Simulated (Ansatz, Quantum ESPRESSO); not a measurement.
# CdF2 (Fm-3m): third-order response, part 3 of 3

Wanted: vibrational spectra of CdF2 (Fm-3m) from linear and non-linear response.

Quantum ESPRESSO 8.0 development, patched; DFT LDA, scalar-relativistic, plane waves, PseudoDojo norm-conserving pseudopotentials.

So far. Step 6 (Modes with the sum rule): The rule moves no optical mode by more than 0.1 cm⁻¹. Step 8 (The LO-TO splitting (1 0 0)): The field moves one mode, from 238 to 391 cm⁻¹; the others stay.

## 9. The same in Ansatz

A second program on the same cell, potentials, cutoff and meshes tests the implementation of the phonon response, not its convergence. Its field response is summed in its own way. Its k mesh is centred on Γ.

This step: DFT LDA, scalar-relativistic, plane waves, PseudoDojo norm-conserving pseudopotentials (Ansatz 0.2.0).

The input, input.yaml:

```yaml
crystal:
  lattice:
    - [-2.648991864, 0.0, 2.648991864]
    - [0.0, 2.648991864, 2.648991864]
    - [-2.648991864, 2.648991864, 0.0]
  atoms:
    - { symbol: Cd, position: [0.0, 0.0, 0.0] }
    - { symbol: F, position: [0.75, 0.75, 0.75] }
    - { symbol: F, position: [0.25, 0.25, 0.25] }
kpoints:
  mp_grid: { grid: [8, 8, 8] }
hamiltonian:
  xc: lda
  pseudopotentials: { kind: nc, accuracy: standard }
scf:
  occupations: { method: fixed }
output:
  eigenvalues: true
basis:
  ecutwfc: 1387.781
phonons:
  method: dfpt
  dielectric: true
  rigid_motions: translations
  raman: true
```

On the command line:

```sh
ansatz run input.yaml --threads 4 --pin off --max-ram 8192MiB --backend cpu --events-out ev --progress --plain --runs-dir out
```

Output:

```text
Engine: ansatz 0.2.0, aarch64-unknown-linux-gnu
Pseudopotentials: kind: nc
Pseudopotential: Cd, nc, valence charge 20, recommended cutoff 1387.780699 eV (normal), Cd.nc.azcp (PseudoDojo's, or run here from an input of PseudoDojo's; its table is named by hamiltonian.pseudopotentials.accuracy)
Pseudopotential: F, nc, valence charge 7, recommended cutoff 1142.878222 eV (normal), F.nc.azcp (PseudoDojo's, or run here from an input of PseudoDojo's; its table is named by hamiltonian.pseudopotentials.accuracy)
Functional definition: SPW92
  exchange = slater_x
  correlation = pw_c
Crystal: 3 atoms, lattice volume = 37.177 Å³
Basis set: ecut = 1387.781 eV, 4285 PW (Γ), exchange–correlation on 96×96×96 points (8 copies of the dense FFT grid, shifted against one another)
Bands: 21, of which v1, the nominal top of the filled ones, is band 17 counted from 1 (16 counted from 0)
Symmetry: 48 space group operations
k-points: 95 of 512 (irreducible under 4 space group operations, time reversal used)
Non-local potential: Cd, projectors of the file, l = 0: 2, l = 1: 2, l = 2: 2
Non-local potential: F, projectors of the file, l = 0: 2, l = 1: 2, l = 2: 1
Initial density: superposition of atomic densities (chi_scale 0.1, normalization cell, long waves kept (reshape's long-wave potential 0.00 eV rms))
Initial wavefunctions: pseudopotential atomic-orbital guess
Functional: x = slater, c = lda
SCF iter   1: F=—  HF=-6115.256609 eV  |F-HF|=—  |Δ(HF+E_count)|=         —  Δρ=2.41e-1  dr2=1.76e1  ethr=3.10e-3  ⟨swp⟩=5.7  Hψ=9468  notcnv=0  defer=185
preconditioner: auto → none  [insulator: Δε(μ)=0.483 eV  Ē_g=17.387 eV  n_scr=14 (ndim 8)  ℏωp=31.1 eV  f_vac=0.088  ε∞_Penn≈4.2]
SCF iter   2: F=—  HF=-6110.367581 eV  |F-HF|=—  |Δ(HF+E_count)|=    4.89e0  Δρ=1.30e-1  dr2=3.68e0  ethr=3.10e-3  ⟨swp⟩=4.5  Hψ=6073  notcnv=0  defer=186
SCF iter   3: F=—  HF=-6109.229911 eV  |F-HF|=—  |Δ(HF+E_count)|=    1.14e0  Δρ=2.08e-2  dr2=5.88e-2  ethr=3.10e-3  ⟨swp⟩=3.0  Hψ=4370  notcnv=0  defer=186
SCF iter   4: F=—  HF=-6109.202504 eV  |F-HF|=—  |Δ(HF+E_count)|=   2.74e-2  Δρ=6.96e-3  dr2=4.50e-3  ethr=1.73e-4  ⟨swp⟩=2.3  Hψ=3443  notcnv=0  defer=188
SCF iter   5: F=—  HF=-6109.200899 eV  |F-HF|=—  |Δ(HF+E_count)|=   1.60e-3  Δρ=9.30e-4  dr2=1.46e-4  ethr=1.32e-5  ⟨swp⟩=3.0  Hψ=3910  notcnv=0  defer=189
SCF iter   6: F=—  HF=-6109.200832 eV  |F-HF|=—  |Δ(HF+E_count)|=   6.76e-5  Δρ=3.88e-4  dr2=2.19e-5  ethr=4.30e-7  ⟨swp⟩=2.2  Hψ=3617  notcnv=0  defer=174
SCF iter   7: F=—  HF=-6109.200848 eV  |F-HF|=—  |Δ(HF+E_count)|=   1.62e-5  Δρ=8.26e-5  dr2=4.65e-7  ethr=6.45e-8  ⟨swp⟩=2.0  Hψ=3126  notcnv=0  defer=88
SCF iter   8: F=—  HF=-6109.200642 eV  |F-HF|=—  |Δ(HF+E_count)|=   2.06e-4  Δρ=1.97e-5  dr2=5.62e-8  ethr=1.37e-9  ⟨swp⟩=2.0  Hψ=3609  notcnv=0  defer=5
SCF iter   9: F=-6109.200642 eV  HF=-6109.200642 eV  |F-HF|=2.55e-11  |Δ(HF+E_count)|=   1.96e-8  Δρ=1.07e-6  dr2=5.85e-11  ethr=1.00e-12  ⟨swp⟩=9.9  Hψ=17009  notcnv=0
SCF 1 converged in 9 iterations: F = -6109.200642 eV  dr2 = 5.85e-11
DFPT response loops at Γ: preconditioner auto → none (the input reference at scf.mixing.eps_inf says where Resta's filter doesn't serve); β = 0.50; Broyden in place of MSR1
── the response to a field inside a basis, on 8×8×8 k-points: an SCF that follows is theirs, and a resumed run solves both again ──
Bands: 18, of which v1, the nominal top of the filled ones, is band 17 counted from 1 (16 counted from 0)
k-points: 60 of 512 (irreducible under 12 space group operations)
Initial density: handed on by an earlier stage of this run
Initial wavefunctions: pseudopotential atomic-orbital guess (no wavefunctions were taken with the density)
Eigensolver: Dense (60 Hₖ)
SCF iter   1: F=—  HF=-6109.191699 eV  |F-HF|=—  |Δ(HF+E_count)|=         —  Δρ=2.24e-4  dr2=1.41e-6  ethr=1.00e-1
preconditioner: auto → none  [insulator: Δε(μ)=3.190 eV  Ē_g=12.521 eV  n_scr=14 (ndim 8)  ℏωp=31.1 eV  f_vac=0.124  ε∞_Penn≈7.2]
SCF iter   2: F=—  HF=-6109.191701 eV  |F-HF|=—  |Δ(HF+E_count)|=   2.28e-6  Δρ=1.12e-4  dr2=3.49e-7  ethr=4.16e-9
SCF iter   3: F=—  HF=-6109.191702 eV  |F-HF|=—  |Δ(HF+E_count)|=   8.03e-7  Δρ=1.76e-5  dr2=6.96e-8  ethr=1.03e-9
SCF iter   4: F=—  HF=-6109.191702 eV  |F-HF|=—  |Δ(HF+E_count)|=   2.00e-8  Δρ=1.67e-6  dr2=2.93e-10  ethr=2.05e-10
SCF iter   5: F=-6109.191702 eV  HF=-6109.191702 eV  |F-HF|=9.09e-12  |Δ(HF+E_count)|=  9.09e-12  Δρ=6.32e-7  dr2=3.37e-11  ethr=1.00e-12
SCF 1 converged in 5 iterations: F = -6109.191702 eV  dr2 = 3.37e-11
DFPT response loops at Γ: mixed as the last ones told, above
DFPT response loops at Γ: mixed as the last ones told, above
DFPT response loops at Γ: mixed as the last ones told, above
SCF converged after 9 iterations
Free energy (F): -6109.200642 eV
Harris-Foulkes:  -6109.200642 eV  (|F-HF|=2.55e-11)
Internal energy: -6109.200642 eV  (E = F + TS)
E sigma→0 (E₀):  -6109.200642 eV
Fermi energy:    6.905834 eV
--- Per-component energies (eV) ---
  E_band       = -463.391808
  E_kinetic    = 2557.236404
  E_local      = -5557.684000  (includes V_loc(G=0)·N_el)
  E_nonlocal   = -45.877997
  E_hartree    = 1745.641222
  E_xc         = -950.199487
  E_vxc        = -908.348757  (∫ρ·V_xc dr)
  E_ewald      = -3858.316784
  E_smearing   = -0.000000  (= −TS)
  E_closure    = 0.000000  (closes the sum)
  Σ components = -6109.200642   (vs F -6109.200642, Δ=0.00e0)
--- Band table (eV; the first three rows and the last of 95) ---
  k-point 0: bands = [... 13 lower, 5.7526, 6.5061, 6.5061, 6.5061, 9.9092, 19.4666, 19.4666, 19.4666]
  k-point 1: bands = [... 13 lower, 5.6600, 6.3518, 6.4967, 6.4967, 10.5210, 18.7378, 19.7220, 19.7220]
  k-point 2: bands = [... 13 lower, 5.3702, 5.7452, 6.5097, 6.5097, 11.8839, 17.5569, 20.3869, 20.3869]
  k-point 94: bands = [... 13 lower, 3.7626, 6.2639, 6.8087, 6.8087, 15.0610, 16.5672, 18.4984, 21.2882]
--- Phonons (Γ-DFPT): 2 representative perturbations + reference, on 95 of 512 k-points (Σ response iterations 7) ---
  k mesh reduced under 4 symmetry operations, with k and −k counted as one. Each operation leaves every solved perturbation unchanged. A smaller set is not considered because the run solves the response to a homogeneous field
  ASR residual: 2.917e-3 → 0.000e0 eV/Å²; symmetrization residual: 5.621e-6 eV/Å²
  ASR residual per site (eV/Å²): 2.92e-3 1.05e-3 1.05e-3
  Γ frequencies (cm⁻¹): 0.00 0.00 0.00 238.17 238.17 238.17 318.78 318.78 318.78
  ε∞ (high-frequency dielectric tensor):
        2.918074    -0.000000    -0.000000
        0.000000     2.918074     0.000000
        0.000000     0.000000     2.918074
  ε⁰ (static dielectric tensor: ions relaxed, cell fixed):
        7.859588    -0.000000    -0.000000
       -0.000000     7.859588     0.000000
       -0.000000     0.000000     7.859588
  ε⁰ − ε∞ (ionic part):
        4.941514    -0.000000    -0.000000
       -0.000000     4.941514     0.000000
       -0.000000     0.000000     4.941514
  softest optical mode at Γ: 238.17 cm⁻¹; the repairs (sum rule, projections) moved no ω² at Γ by more than (3.97 cm⁻¹)²
  Born effective charges Z* (e; rows j = field, columns β = displacement):
    site 0:
         2.45242   -0.00000   -0.00000
         0.00000    2.45242    0.00000
        -0.00000    0.00000    2.45242
    site 1:
        -1.22621    0.00000    0.00000
        -0.00000   -1.22621   -0.00000
         0.00000    0.00000   -1.22621
    site 2:
        -1.22621    0.00000    0.00000
        -0.00000   -1.22621   -0.00000
         0.00000    0.00000   -1.22621
  Z* charge neutrality: 2.071e-4 e pre-enforcement
  k-mesh period / interband length: 30.0 Å / 1.35 Å = 22.22 at k = (0.0000, 0.0000, 0.0000), direct gap 3.403 eV — 14 or more, which is no proof of convergence
  Raman tensors (in the event stream and the table raman_tensors.tsv): an entry may err by 4.4e-4 Å², one of the second-order susceptibility by 3.6e-20 pm/V (basis, points and sum rule); their sum over the sites missed zero by 2.220e-16 Å² ahead of its enforcement
  optical modes at Γ without the LO–TO term, one row a degenerate level:
      ω (cm⁻¹)  modes    IR ((D/Å)²/amu)  static Raman (Å⁴/amu)  depolarisation
        238.17      3            14.6583                 0.0000               —
        318.78      3             0.0000                 5.2342           0.750
  optical modes at Γ + LO–TO along q̂ = [1.0000, 0.0000, 0.0000]:
      ω (cm⁻¹)  modes    IR ((D/Å)²/amu)  static Raman (Å⁴/amu)  depolarisation
        238.17      2             9.7722                 0.0000               —
        318.78      3             0.0000                 5.2342           0.750
        390.88      1             4.8861                 0.0000               —
  optical modes at Γ + LO–TO along q̂ = [0.0000, 1.0000, 0.0000]:
      ω (cm⁻¹)  modes    IR ((D/Å)²/amu)  static Raman (Å⁴/amu)  depolarisation
        238.17      2             9.7722                 0.0000               —
        318.78      3             0.0000                 5.2342           0.750
        390.88      1             4.8861                 0.0000               —
  optical modes at Γ + LO–TO along q̂ = [0.0000, 0.0000, 1.0000]:
      ω (cm⁻¹)  modes    IR ((D/Å)²/amu)  static Raman (Å⁴/amu)  depolarisation
        238.17      2             9.7722                 0.0000               —
        318.78      3             0.0000                 5.2342           0.750
        390.88      1             4.8861                 0.0000               —
```

Run time: 3.7 min. Hardware: 4 threads of Arm Neoverse V1, shared host; peak memory 1.7 GiB; 15 min of CPU time.

This step gave:

| Quantity | Value |
| --- | --- |
| sum-rule residual before enforcement | 0.002917 eV/Å² |
| miss of the charge sum rule | 2.07e-4 e |
| highest optical zone-centre mode (no LO-TO term) | 318.8 cm⁻¹ |
| mean high-frequency dielectric constant | 2.918 |
| largest Born charge in size (third of the trace) | 2.452 e |
| mean static dielectric constant | 7.860 |

Transverse modes. Lines of the infrared spectrum (strongest = 100):

```csv
position (cm⁻¹),label,"IR intensity ((D/Å)²/amu), degenerate modes summed, relative"
238,T1u,100
319,T2g,0.0
```

Activity x (w_L - w)^4 (n + 1)/w, 532 nm, 300 K. Lines of the Raman spectrum (strongest = 100):

```csv
position (cm⁻¹),label,"Stokes intensity, strongest 100"
238,T1u,0.0
319,T2g,100
```

## 10. Side by side: QE PseudoDojo and Ansatz, PseudoDojo

Numbers from this step:

* root-mean-square difference: 0.05 cm⁻¹
* largest difference: 0.05 cm⁻¹

Frequencies side by side, by row:

```csv
q (reciprocal lattice),mode,QE PseudoDojo (cm⁻¹),"Ansatz, PseudoDojo (cm⁻¹)"
0 0 0,1,0,0
0 0 0,2,0,0
0 0 0,3,0,0
0 0 0,4,238.2,238.2
0 0 0,5,238.2,238.2
0 0 0,6,238.2,238.2
0 0 0,7,318.7,318.8
0 0 0,8,318.7,318.8
0 0 0,9,318.7,318.8
```

The two runs side by side. Further quantities:

```csv
quantity,QE PseudoDojo,"Ansatz, PseudoDojo"
mean ε∞,2.919,2.918
"largest Born charge in size (e; the first before, the second after the charge sum rule)",2.453,2.452
summed IR intensity ((D/Å)²/amu),14.66,14.66
summed Raman activity (Å⁴/amu),5.2,5.23
```

At the zone centre the largest difference (acoustic modes at Γ apart) is 0.02 % of the highest mode.

## 11. Summary of results

```json
{
  "space group after relaxation": "Fm-3m",
  "volume per atom": "12.4 Å³",
  "gap on the k-mesh": "3.00 eV",
  "highest optical zone-centre mode (no LO-TO term)": "318.7 cm⁻¹",
  "lowest optical zone-centre mode": "238.2 cm⁻¹",
  "highest mode moved by the LO-TO term": "390.9 cm⁻¹",
  "mean high-frequency dielectric constant": "2.92",
  "largest Born charge in size (third of the trace)": "2.45 e",
  "mean static dielectric constant": "7.86",
  "imaginary optical modes at the zone centre (no q mesh in this session)": "none",
  "largest difference from Ansatz, PseudoDojo": "0.05 cm⁻¹"
}
```

In words: The largest Raman activity of CdF2 (Fm-3m) lies at 319 cm⁻¹ and the strongest infrared line at 238 cm⁻¹ (transverse modes). At the LDA level the optical modes of CdF2 (Fm-3m) at the zone centre (no LO-TO term) run from 238 to 319 cm⁻¹. Along the directions run, the highest mode that the macroscopic field moves lies at 391 cm⁻¹. Lattice motion raises the mean dielectric constant from 2.919 to 7.859. The Born charge of Cd is 2.453 e against a formal charge of +2, somewhat above it. Of the 6 optical modes, 3 are infrared active alone and 3 are Raman active alone; inversion symmetry keeps the two sets apart. QE PseudoDojo and Ansatz, PseudoDojo agree to 0.05 cm⁻¹ (0.02 % of the highest mode compared) on all solved modes but the acoustic ones at Γ, without the LO-TO term. These are harmonic frequencies at zero temperature: anharmonic shifts and linewidths and thermal expansion are left out. The build is a development version in which the Raman tensors of release 7.5 are mended; dynmat.x leaves out the electro-optic term of LO lines.

[Host names and launcher messages were left out of these logs when they were recorded.]

[Logs are printed without paths, hosts, clocks, repeated set-up lines and the standing remarks that a program may print on its own settings, such as how far it seeks lower states.]

[Hosts, paths, dates, database ids (printed as entryN), source tags and the programs' standing remarks are cut or masked in the printed files.]
